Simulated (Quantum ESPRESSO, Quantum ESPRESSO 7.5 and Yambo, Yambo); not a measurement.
## TiO2 (Anatase): the gap under hydrostatic strain

Does PBE give the same change of gap under hydrostatic strain as G0W0? The case is TiO2 (Anatase).

Method: PBE and many-body steps on it, plane waves, in Quantum ESPRESSO 7.5 and Yambo 5.3.0.

Report form: the programs' logs are mostly left out.

## 1. Set-up

The structure is tetragonal, space group I4_1/amd (No. 141). Conventional cell: a = 3.784 Å, b = 3.784 Å, c = 9.515 Å, α = 90.00°, β = 90.00°, γ = 90.00°. Nearest to Ti lie 6 O at 1.93 to 1.98 Å. Nearest to O lie 3 Ti at 1.93 to 1.98 Å. Farther neighbours and most contacts between anions are not listed.

The cell and positions come from the Crystallography Open Database and are kept as given unless a step says otherwise.

## 2. Ground state

This step: Quantum ESPRESSO 7.5; DFT, PBE, plane waves, norm-conserving pseudopotentials.

The ground-state density comes first.

Input file pw.in:

```
&control
  calculation = 'scf'
  prefix = 'x'
  outdir = 'o'
  pseudo_dir = 'pseudo'
/
&system
  ibrav = 0
  nat = 6
  ntyp = 2
  ecutwfc = 76.0
  nbnd = 31
  force_symmorphic = .true.
/
&electrons
  conv_thr = 1e-10
  electron_maxstep = 80
  mixing_beta = 0.5
/
ATOMIC_SPECIES
  Ti 47.867 Ti.upf
  O 15.999 O.upf
CELL_PARAMETERS angstrom
  -1.8921000000 1.8921000000 4.7573000000
  1.8921000000 -1.8921000000 4.7573000000
  1.8921000000 1.8921000000 -4.7573000000
ATOMIC_POSITIONS crystal
  Ti 0.0000000000 0.0000000000 0.0000000000
  Ti 0.7500000000 0.2500000000 0.5000000000
  O 0.2081000000 0.2081000000 0.0000000000
  O 0.9581000000 0.4581000000 0.5000000000
  O 0.5419000000 0.0419000000 0.5000000000
  O 0.7919000000 0.7919000000 0.0000000000
K_POINTS automatic
  8 8 8 0 0 0
```

On the command line:

```bash
> OMP_NUM_THREADS=1 mpirun -n 4 pw.x -nk 4 -in pw.in > pw.out
```

Run time: 2.3 min. Hardware: 4 MPI ranks of Arm Neoverse V1, shared host; peak memory 0.48 GiB; 9.2 min of CPU time.

Numbers from this step:

```
total energy               : -5040.0126 eV
gap                        : 2.186 eV
k of the valence top       : 0, 0, 0.375
k of the conduction bottom : 0, 0, 0
least direct gap           : 2.492 eV
```

The gap is indirect, with the least direct gap 0.31 eV higher.

## 3. Empty states on the mesh, 4×4×4 mesh, 178 bands

The sums over transitions need many empty states on a uniform mesh; this step solves for them.

pw.in: that of step 2 with these lines changed.

```diff
@@ -1,3 +1,3 @@
 &control
-  calculation = 'scf'
+  calculation = 'nscf'
   prefix = 'x'
@@ -11,3 +11,3 @@
   ecutwfc = 76.0
-  nbnd = 31
+  nbnd = 178
   force_symmorphic = .true.
@@ -15,5 +15,6 @@
 &electrons
-  conv_thr = 1e-10
+  conv_thr = 1e-9
   electron_maxstep = 80
-  mixing_beta = 0.5
+  diago_full_acc = .true.
+  diago_thr_init = 5e-6
 /
@@ -34,2 +35,2 @@
 K_POINTS automatic
-  8 8 8 0 0 0
+  4 4 4 0 0 0
```

The job ended after 49 s (4 MPI ranks; peak memory 0.56 GiB; 3.2 min of CPU time).

This step gave:

```yaml
gap: 2.189 eV
k_of_the_valence_top: 0, 0, -0.5
k_of_the_conduction_bottom: 0, 0, 0
least_direct_gap: 2.492 eV
k_points_computed: 13
lowest_point_of_the_top_converged_band_above_the_valence_top: 89.5467 eV
```

On this mesh the gap is 2.189 eV.

## 4. Conversion and set-up

This step: Yambo 5.3.0; conversion and set-up on PBE, plane waves, norm-conserving pseudopotentials.

The states are converted to the many-body program's format and the q mesh is built.

On the command line:

```bash
> (cd o/x.save; p2y > p2y.log; mv SAVE ../..); yambo > setup.log
```

Elapsed: 2.5 s, on 1 MPI rank; peak memory 0.24 GiB.

## 5. G0W0, strain +0 %

Now the one-shot GW correction: screening in the RPA, then the self-energy of the levels asked for.

This step: G0W0 on PBE, plane waves, norm-conserving pseudopotentials.

Input file gw1.in:

```
HF_and_locXC
gw0
dyson
ppa
em1d
rim_cut
RandQpts= 1000000
RandGvec= 1 RL
EXXRLvcs= 76 Ry
VXCRLvcs= 304 Ry
Chimod= "HARTREE"
% BndsRnXp
 1 | 178 |
%
NGsBlkXp= 13 Ry
% LongDrXp
 1 | 1 | 1 |
%
% GbndRnge
 1 | 178 |
%
DysSolver= "n"
ExtendOut
PPAPntXp= 27.21138 eV
% QPkrange
 3 | 3 | 23 | 26 |
 1 | 1 | 23 | 26 |
 9 | 9 | 23 | 26 |
%
```

On the command line:

```bash
> OMP_NUM_THREADS=2 mpirun -n 2 yambo -F gw1.in -J gw1 -C gw1 > gw1.log
```

It took 19 min on 2 MPI ranks; peak memory 2.1 GiB; 73 min of CPU time.

This step gave:

```yaml
g0w0_gap_on_the_points_computed: 3.672 eV
starting_gap_on_the_mesh: 2.189 eV
k_of_the_valence_top: 0, 0, -0.5
k_of_the_conduction_bottom: 0, 0, 0
least_direct_g0w0_gap_on_the_computed_points: 4.007 eV
z_at_the_valence_top: 0.7574
z_at_the_conduction_bottom: 0.7790
```

The gap on the mesh goes from 2.19 eV to 3.67 eV, a correction of +1.48 eV.

## 6. G0W0, strain -1 %

The cell differs from the one that the last finished run ended in (a 5.458 → 5.404 Å, b 5.458 → 5.404 Å, c 5.458 → 5.404 Å).

gw2.in, as its differences from gw1.in of step 5:

```diff
@@ -14,3 +14,3 @@
 %
-NGsBlkXp= 13 Ry
+NGsBlkXp= 363 RL
 % LongDrXp
```

On the command line:

```bash
> OMP_NUM_THREADS=2 mpirun -n 2 yambo -F gw2.in -J gw2 -C gw2 > gw2.log
```

The job ended after 18 min (2 MPI ranks; peak memory 2.1 GiB; 72 min of CPU time).

This step gave:

* G0W0 gap on the points computed: 3.780 eV
* starting gap on the mesh: 2.257 eV
* k of the valence top: 0, 0, -0.5
* k of the conduction bottom: 0, 0, 0
* least direct G0W0 gap on the computed points: 4.112 eV

The gap on the mesh goes from 2.26 eV to 3.78 eV, a correction of +1.52 eV.

Ground state, empty states and screening of this cell were made anew, as for the first cell; those steps are not shown. 

## 7. G0W0, strain +1 %

The cell differs from the one that the last finished run ended in (a 5.404 → 5.513 Å, b 5.404 → 5.513 Å, c 5.404 → 5.513 Å).

gw3.in is the same as gw2.in of step 6.

On the command line:

```bash
> OMP_NUM_THREADS=2 mpirun -n 2 yambo -F gw3.in -J gw3 -C gw3 > gw3.log
```

Wall time 18 min (2 MPI ranks); peak memory 2.1 GiB.

Numbers from this step:

```
G0W0 gap on the points computed              : 3.561 eV
starting gap on the mesh                     : 2.120 eV
k of the valence top                         : 0, 0, -0.5
k of the conduction bottom                   : 0, 0, 0
least direct G0W0 gap on the computed points : 3.895 eV
```

The gap on the mesh goes from 2.12 eV to 3.56 eV, a correction of +1.44 eV.

Again on this cell's own states.

## 8. G0W0, strain -2 %

The cell differs from the one that the last finished run ended in (a 5.513 → 5.349 Å, b 5.513 → 5.349 Å, c 5.513 → 5.349 Å).

gw4.in is the same as gw3.in of step 7.

On the command line:

```bash
> OMP_NUM_THREADS=2 mpirun -n 2 yambo -F gw4.in -J gw4 -C gw4 > gw4.log
```

Elapsed: 13 min, on 2 MPI ranks; peak memory 2.1 GiB.

Numbers from this step:

| Property | Result |
| --- | --- |
| G0W0 gap on the points computed | 3.886 eV |
| starting gap on the mesh | 2.324 eV |
| k of the valence top | 0, 0, -0.5 |
| k of the conduction bottom | 0, 0, 0 |
| least direct G0W0 gap on the computed points | 4.211 eV |

The gap on the mesh goes from 2.32 eV to 3.89 eV, a correction of +1.56 eV.

Again on this cell's own states.

## 9. The series

One mesh (4×4×4), Godby-Needs plasmon pole, 178 bands in every cell; hydrostatic strain per length. Fractional positions are the same in all cells.

| strain (%) | PBE gap (eV) | G0W0 gap (eV) | least direct G0W0 gap (eV) | G0W0 edges |
| --- | --- | --- | --- | --- |
| -2 | 2.324 | 3.886 | 4.211 | (0.000, 0.000, -0.500) to Γ |
| -1 | 2.257 | 3.780 | 4.112 | (0.000, 0.000, -0.500) to Γ |
| +0 | 2.189 | 3.672 | 4.007 | (0.000, 0.000, -0.500) to Γ |
| +1 | 2.120 | 3.561 | 3.895 | (0.000, 0.000, -0.500) to Γ |

## 10. What came out

| Item | Value |
| --- | --- |
| slope under compression | −68 (PBE) and −107 (G0W0) meV per % |
| slope under tension | −68 (PBE) and −111 (G0W0) meV per % |
| GW settings, unstrained cell | 4×4×4 mesh, 178 bands |
| known limits | not at the basis limit |

**Reading.** On the side of compression the slopes of gap against strain are −68 (PBE) and −107 (G0W0) meV per %. On the side of tension the slopes of gap against strain are −68 (PBE) and −111 (G0W0) meV per %. One line through all points gives volume deformation potentials of -2.27 eV (PBE) and -3.60 eV (G0W0). Gaps are read on the mesh, so a valley between its points is missed. Bands and cutoff are finite, so the gap is not at the basis limit. The miss can reach some tenths of an eV and take either sign; the mesh is an error of its own. In the G0W0 run levels were corrected at 3 k points alone, so a gap called «on the mesh» is the least over those, and an edge elsewhere would be missed.

[Paths, hosts, dates, memory and timing lines, banners, echoed tables and standing remarks are left out of the program output.]

[Logs are printed without paths, hosts, clocks, repeated set-up lines and the standing remarks that a program may print on its own settings, such as how far it seeks lower states.]

[Runs of the session that timed out or met a known fault of the program may be left out.]

[Hosts, paths, dates, database ids (printed as entryN), source tags and the programs' standing remarks are cut or masked in the printed files.]
